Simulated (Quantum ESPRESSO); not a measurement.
# Na3BrO (Pm-3m): modes at Γ and the response to a field, part 3 of 3

Which modes does Na3BrO (Pm-3m) have at the zone centre?

Quantum ESPRESSO 7.5; DFT LDA, scalar-relativistic, plane waves, PseudoDojo norm-conserving pseudopotentials.

So far. Step 5 (Linear response at Γ): The acoustic modes at Γ come out as far as 10.7 cm⁻¹ from zero, where they should vanish, a sizeable error of basis and grid; the Born charges miss their sum rule by 0.0012 e, which is good. Step 6 (Modes with the sum rule): The rule also moves an optical mode by 1.2 cm⁻¹. The relaxed cell has a = 4.445 Å (conventional setting).

## Step 7: Sum rules set otherwise: a sum rule for molecules or wires on a crystal

This rule also removes rotations, which suits wires and not a crystal; it is tried to see the harm.

dynmat.in reads:

```
&INPUT
  fildyn = 'g.dyn'
  asr    = 'one-dim'
  fileig = 'dynmat.eig'
  lperm  = .true.
/
```

The run is started by

```sh
$ dynmat.x -in dynmat.in > dynmat.out
```

Output:

```text
[banner, memory and clock lines left out]
Program DYNMAT v.7.5

     Reading Dynamical Matrix from file g.dyn
     ...Force constants read
     ...epsilon and Z* read
asr rotation axis in 1D system=    3
     Acoustic Sum Rule: || Z*(ASR) - Z*(orig)|| =    5.983392E-02
     Acoustic Sum Rule: ||dyn(ASR) - dyn(orig)||=    5.440958E-02
     A direction for q was not specified:TO-LO splitting will be absent

     Polarizability (A^3 units)
     multiply by 0.565606 for Clausius-Mossotti correction
        16.106360    0.000000    0.000000
         0.000000   16.106360    0.000000
         0.000000    0.000000   16.106360

     IR activities are in (D/A)^2/amu units

# mode   [cm-1]    [THz]      IR
    1     -0.00   -0.0000    0.0000
    2      0.00    0.0000    0.0000
    3      0.00    0.0000    0.0000
    4      0.00    0.0000    0.0000
    5     94.38    2.8295    1.3543
    6     94.38    2.8295    1.3543
    7    107.03    3.2087    1.3248
    8    116.70    3.4984    0.0000
    9    116.70    3.4984    0.0000
   10    185.94    5.5743    2.6979
   11    214.41    6.4279    2.4499
   12    214.41    6.4279    2.4499
   13    404.46   12.1253    5.0118
   14    405.28   12.1499    5.1420
   15    405.28   12.1499    5.1420

Electronic dielectric permittivity tensor (relative, adimensional)
         3.304045    0.000000    0.000000
         0.000000    3.304045    0.000000
         0.000000    0.000000    3.304045

 ... with zone-center polar mode contributions
         8.899860    0.149423    0.000000
         0.149423    8.899860   -0.000000
         0.000000   -0.000000    9.049284

[end of the log left out, with the tail of the file of modes that dynmat.x writes under the same name]
```

Elapsed: 0.46 s, on 1 thread of Arm Neoverse V1, shared host.

The program raised no error, yet the settings are not those of a careful run.

The fault: a sum rule for molecules or wires on a crystal; 1 optical mode is projected out to zero frequency, as if it were a rotation, and the static dielectric tensor is spoilt.

For a crystal the rule has to be 'simple' or 'crystal'.

Zone-centre frequencies as printed; negative means imaginary. Modes:

| mode | frequency (cm⁻¹) |
| --- | --- |
| 1 | 0 |
| 2 | 0 |
| 3 | 0 |
| 4 | 0 |
| 5 | 94.38 |
| 6 | 94.38 |
| 7 | 107 |
| 8 | 116.7 |
| 9 | 116.7 |
| 10 | 185.9 |
| 11 | 214.4 |
| 12 | 214.4 |
| 13 | 404.5 |
| 14 | 405.3 |
| 15 | 405.3 |

## Step 8: Sum rules set otherwise (asr crystal)

The rule can be imposed in more than one way; the choices should agree where the raw error is small.

dynmat.in reads:

```
&INPUT
  fildyn = 'g.dyn'
  asr    = 'crystal'
  fileig = 'dynmat.eig'
  lperm  = .true.
/
```

The run is started by

```sh
$ dynmat.x -in dynmat.in > dynmat.out
```

Output:

```text
[banner, memory and clock lines left out]
Program DYNMAT v.7.5

     Reading Dynamical Matrix from file g.dyn
     ...Force constants read
     ...epsilon and Z* read
     Acoustic Sum Rule: || Z*(ASR) - Z*(orig)|| =    9.088752E-04
     Acoustic Sum Rule: ||dyn(ASR) - dyn(orig)||=    7.779481E-04
     A direction for q was not specified:TO-LO splitting will be absent

     Polarizability (A^3 units)
     multiply by 0.565606 for Clausius-Mossotti correction
        16.106360    0.000000    0.000000
         0.000000   16.106360    0.000000
         0.000000    0.000000   16.106360

     IR activities are in (D/A)^2/amu units

# mode   [cm-1]    [THz]      IR
    1     -0.00   -0.0000    0.0000
    2      0.00    0.0000    0.0000
    3      0.00    0.0000    0.0000
    4     94.38    2.8295    1.3543
    5     94.38    2.8295    1.3543
    6     94.38    2.8295    1.3543
    7    116.70    3.4984    0.0000
    8    116.70    3.4984    0.0000
    9    116.70    3.4984    0.0000
   10    214.41    6.4279    2.4499
   11    214.41    6.4279    2.4499
   12    214.41    6.4279    2.4499
   13    405.28   12.1499    5.1420
   14    405.28   12.1499    5.1420
   15    405.28   12.1499    5.1420

Electronic dielectric permittivity tensor (relative, adimensional)
         3.304045    0.000000    0.000000
         0.000000    3.304045    0.000000
         0.000000    0.000000    3.304045

 ... with zone-center polar mode contributions
         9.049284    0.000000   -0.000000
         0.000000    9.049284   -0.000000
        -0.000000   -0.000000    9.049284

[end of the log left out, with the tail of the file of modes that dynmat.x writes under the same name]
```

Wall time 0.45 s (1 thread).

This step gave:

```yaml
highest_optical_zone_centre_mode_no_lo_to_term: 405.3 cm⁻¹
lowest_optical_zone_centre_mode: 94.38 cm⁻¹
mean_static_dielectric_constant: 9.049
```

Zone-centre frequencies as printed; negative means imaginary. Modes:

```
mode  frequency (cm⁻¹)
   1                 0
   2                 0
   3                 0
   4             94.38
   5             94.38
   6             94.38
   7             116.7
   8             116.7
   9             116.7
  10             214.4
  11             214.4
  12             214.4
  13             405.3
  14             405.3
  15             405.3
```

Against the first rule no mode moves by more than 1.2 cm⁻¹.

## Step 9: Modes along a direction of q (1 0 0)

A longitudinal polar mode sets up a macroscopic field that stiffens it; the term hangs on the direction from which q goes to zero.

dynmat.in reads:

```
&INPUT
  fildyn = 'g.dyn'
  asr    = 'simple'
  fileig = 'dynmat.eig'
  q(1)   = 1.0
  q(2)   = 0.0
  q(3)   = 0.0
/
```

The run is started by

```sh
$ dynmat.x -in dynmat.in > dynmat.out
```

Output:

```text
[banner, memory and clock lines left out]
Program DYNMAT v.7.5

     Reading Dynamical Matrix from file g.dyn
     ...Force constants read
     ...epsilon and Z* read

     Polarizability (A^3 units)
     multiply by 0.565606 for Clausius-Mossotti correction
        16.106360    0.000000    0.000000
         0.000000   16.106360    0.000000
         0.000000    0.000000   16.106360

     IR activities are in (D/A)^2/amu units

# mode   [cm-1]    [THz]      IR
    1     -0.00   -0.0000    0.0000
    2     -0.00   -0.0000    0.0000
    3      0.00    0.0000    0.0000
    4     94.24    2.8252    1.3592
    5     94.24    2.8252    1.3592
    6    115.51    3.4629    0.0000
    7    115.51    3.4629    0.0000
    8    115.51    3.4629    0.0000
    9    119.82    3.5922    0.3857
   10    213.90    6.4127    2.4400
   11    213.90    6.4127    2.4400
   12    247.00    7.4050    1.6149
   13    405.11   12.1449    5.1470
   14    405.11   12.1449    5.1470
   15    457.30   13.7095    6.9455

[end of the log left out, with the tail of the file of modes that dynmat.x writes under the same name]
```

Run time: 0.45 s. Hardware: 1 thread.

Read from the output:

```yaml
highest_mode_moved_by_the_lo_to_term: 457.3 cm⁻¹
```

Zone-centre frequencies as printed; negative means imaginary. Modes:

```
mode  frequency (cm⁻¹)
   1                 0
   2                 0
   3                 0
   4             94.24
   5             94.24
   6             115.5
   7             115.5
   8             115.5
   9             119.8
  10             213.9
  11             213.9
  12               247
  13             405.1
  14             405.1
  15             457.3
```

The field moves 3 modes; the highest of them now lies at 457 cm⁻¹, where the highest that moved away lay at 405.

## Step 10: Summary of results

```json
{"space group after relaxation": "Pm-3m", "volume per atom": "17.6 Å³", "gap on the k-mesh": "2.06 eV", "highest optical zone-centre mode (no LO-TO term)": "405.1 cm⁻¹", "lowest optical zone-centre mode": "94.2 cm⁻¹", "highest mode moved by the LO-TO term": "457.3 cm⁻¹", "mean high-frequency dielectric constant": "3.30", "largest Born charge in size (third of the trace)": "1.91 e", "mean static dielectric constant": "9.08", "imaginary optical modes at the zone centre (no q mesh in this session)": "none"}
```

In words: At the LDA level the optical modes of Na3BrO (Pm-3m) at the zone centre (no LO-TO term) run from 94 to 405 cm⁻¹. Along the directions run, the highest mode that the macroscopic field moves lies at 457 cm⁻¹. Lattice motion raises the mean dielectric constant from 3.304 to 9.076. Of the 12 optical modes, 9 are infrared active alone and 3 are silent. These are harmonic frequencies at zero temperature: anharmonic shifts and linewidths and thermal expansion are left out. The structure comes from a database and need not be the phase that is stable at ambient conditions.

[Host names and launcher messages were left out of these logs when they were recorded.]

[Logs are printed without paths, hosts, clocks, repeated set-up lines and the standing remarks that a program may print on its own settings, such as how far it seeks lower states.]

[Hosts, paths, dates, database ids (printed as entryN), source tags and the programs' standing remarks are cut or masked in the printed files.]
